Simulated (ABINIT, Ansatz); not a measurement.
# GeTe3Pb (Pm-3m): phonons by linear response, part 4 of 4

How does GeTe3Pb (Pm-3m) vibrate, and is this structure a minimum?

ABINIT 10.8.3; DFT LDA, scalar-relativistic, plane waves, HGH norm-conserving pseudopotentials.

So far, lowest frequency on the path (cm⁻¹): step 6 (interpolated phonon bands) -101. Also highest frequency (cm⁻¹): step 6 171. The relaxed cell has a = 5.333 Å (conventional setting).

The structure was built from a prototype and need not be the compound's stable phase.

## Step 7: Density of states

Sums over the zone need many more wavevectors than were solved, so the interpolation is sampled on a dense mesh.

The input, anaddb.abi:

```
ddb_filepath "all_DDB"
output_file "anaddb.abo"
outdata_prefix "anaddb"
ifcflag 1
ngqpt 2 2 2
nqshft 1
q1shft 0.0 0.0 0.0
asr 1
chneut 0
dipdip 0
dipquad 0
quadquad 0
prtdos 2
ng2qpt 8 8 8
dosdeltae 4.5563e-06
ntemper 11
temperinc 100.0
tempermin 0.0
```

The run is started by

```console
$ OMP_NUM_THREADS=1 anaddb anaddb.abi > anaddb.log
```

anaddb.abo, the main output file:

```text
-outvars_anaddb: echo values of input variables ----------------------

 Flags :
     ifcflag         1
 Miscellaneous information :
         asr         1
      chneut         0
 Interatomic Force Constants Inputs :
      dipdip         0
     dipquad         0
    quadquad         0
      ifcana         0
      ifcout         0
 Description of grid 1 :
        brav         1
       ngqpt         2         2         2
      nqshft         1
      q1shft
                     0.00000000E+00  0.00000000E+00  0.00000000E+00
 Phonon DOS information :
   dosdeltae  4.55630000E-06
    dossmear  4.55633525E-06
 Description of grid 2 (Fourier interp. or BZ sampling):
      ng2qpt         8         8         8
      ngrids         4
      q2shft         0.00000000E+00  0.00000000E+00  0.00000000E+00

================================================================================

 read the DDB information and perform some checks

  ==== Info on the Cryst% object ====
 Real(R)+Recip(G) space primitive vectors, cartesian coordinates (Bohr,Bohr^-1):
 R(1)= 10.0778657  0.0000000  0.0000000  G(1)=  0.0992274  0.0000000  0.0000000
 R(2)=  0.0000000 10.0778657  0.0000000  G(2)=  0.0000000  0.0992274  0.0000000
 R(3)=  0.0000000  0.0000000 10.0778657  G(3)=  0.0000000  0.0000000  0.0992274
 Unit cell volume ucvol=  1.0235421E+03 bohr^3
 Angles (23,13,12)=  9.00000000E+01  9.00000000E+01  9.00000000E+01 degrees
 Time-reversal symmetry is present
 Reduced atomic positions [iatom, xred, symbol]:
    1)    0.0000000  0.0000000  0.0000000  Pb
    2)    0.5000000  0.5000000  0.5000000  Ge
    3)    0.5000000  0.5000000  0.0000000  Te
    4)    0.5000000  0.0000000  0.5000000  Te
    5)    0.0000000  0.5000000  0.5000000  Te

 DDB file with 4 blocks has been read.

================================================================================

 Calculation of the interatomic forces

       Homogeneous q point set in the B.Z.
 Grid q points  :        8
  1)   0.00000000E+00  0.00000000E+00  0.00000000E+00
  2)   5.00000000E-01  0.00000000E+00  0.00000000E+00
  3)   0.00000000E+00  5.00000000E-01  0.00000000E+00
  4)   5.00000000E-01  5.00000000E-01  0.00000000E+00
  5)   0.00000000E+00  0.00000000E+00  5.00000000E-01
  6)   5.00000000E-01  0.00000000E+00  5.00000000E-01
  7)   0.00000000E+00  5.00000000E-01  5.00000000E-01
  8)   5.00000000E-01  5.00000000E-01  5.00000000E-01

 The interatomic forces have been obtained

================================================================================

 Calculation of phonon density of states

 Average speed of sound partial sums:     0.1272966444E-02 (at units)
-                                   =           2.7849 [km/s]

 Debye frequency from partial sums:     0.4923402899E-03 (Ha)
-                                 =     0.3239443489E+01 (THz)
-Debye temperature from partial sums:     0.1554687672E+03 (K)

 Average speed of sound:     0.2415242864E-04 (at units)
-                      =           0.0528 [km/s]

 Debye frequency from DOS:     0.9341341066E-05 (Ha)
-                        =     0.6146307161E-01 (THz)
-Debye temperature from DOS:     0.2949762207E+01 (K)

-
```

The job ended after 0.78 s (1 thread of Arm Neoverse N1, shared host).

Numbers from this step:

```yaml
share_of_modes_beyond_3i_cm_minus1_on_the_dense_interpolated_mesh: 0.5971
```

The phonon density of states has structure finer than the step of the table below, so its rows give means over 10 cm⁻¹, whole bins alone (the curve runs from -131 to 201 cm⁻¹). Peaks (cm⁻¹: height): -82.8: 0.665, -74.8: 0.216, -36.8: 0.110, 167.2: 0.468.

Tetrahedra. Table of phonon density of states by wavenumber; means over each step:

```
wavenumber (cm⁻¹)  phonon density of states (1/cm⁻¹/cell)
             -110                                       0
             -100                                 0.00495
              -90                                  0.0659
              -80                                   0.297
              -70                                   0.190
              -60                                  0.0482
              -50                                  0.0116
              -40                                  0.0759
              -30                                  0.0790
              -20                                  0.0843
              -10                                  0.0335
                0                                  0.0220
               10                                  0.0204
               20                                  0.0135
               30                                  0.0135
               40                                  0.0163
               50                                  0.0177
               60                                  0.0129
               70                                  0.0128
               80                                  0.0128
               90                                  0.0131
              100                                  0.0238
              110                                  0.0193
              120                                  0.0191
              130                                  0.0236
              140                                  0.0505
              150                                  0.0514
              160                                   0.141
              170                                   0.125
              180                                       0
```

## Step 8: Summary of results

```json
{
  "space group after relaxation": "Pm-3m",
  "volume per atom": "30.3 Å³",
  "highest optical zone-centre mode (no LO-TO term)": "165.9 cm⁻¹",
  "lowest optical zone-centre mode": "-90.0 cm⁻¹",
  "q mesh": "2×2×2",
  "lowest mode on the q mesh (acoustic ones at the zone centre apart)": "-100.8 cm⁻¹",
  "imaginary modes on the q mesh": "yes"
}
```

In words: GeTe3Pb (Pm-3m) is unstable: a mode solved on the 2×2×2 mesh is imaginary, 101i cm⁻¹; its spectrum reaches 171 cm⁻¹. At the LDA level the optical modes of GeTe3Pb (Pm-3m) at the zone centre run from 90i to 166 cm⁻¹, so the structure is a saddle point, with 9 modes beyond 10i cm⁻¹ there. The most unstable solved mode lies at q = (0.5, 0.5, 0.5), on the zone boundary, so the distortion that it points to doubles the cell. These are harmonic frequencies at zero temperature: anharmonic shifts and linewidths and thermal expansion are left out. Spin-orbit coupling is left out, which can matter for the heavy elements here. The HGH files keep few electrons and have no core correction, which is cheap but rough for Ge and Pb. In a metal the frequencies hang on the k mesh and the smearing, most of all near Kohn anomalies. The structure is a hypothetical one, built on a prototype.

[Host names and launcher messages were left out of these logs when they were recorded.]

[Logs are printed without paths, hosts, clocks, repeated set-up lines and the standing remarks that a program may print on its own settings, such as how far it seeks lower states.]

[Hosts, paths, dates, database ids (printed as entryN), source tags and the programs' standing remarks are cut or masked in the printed files.]
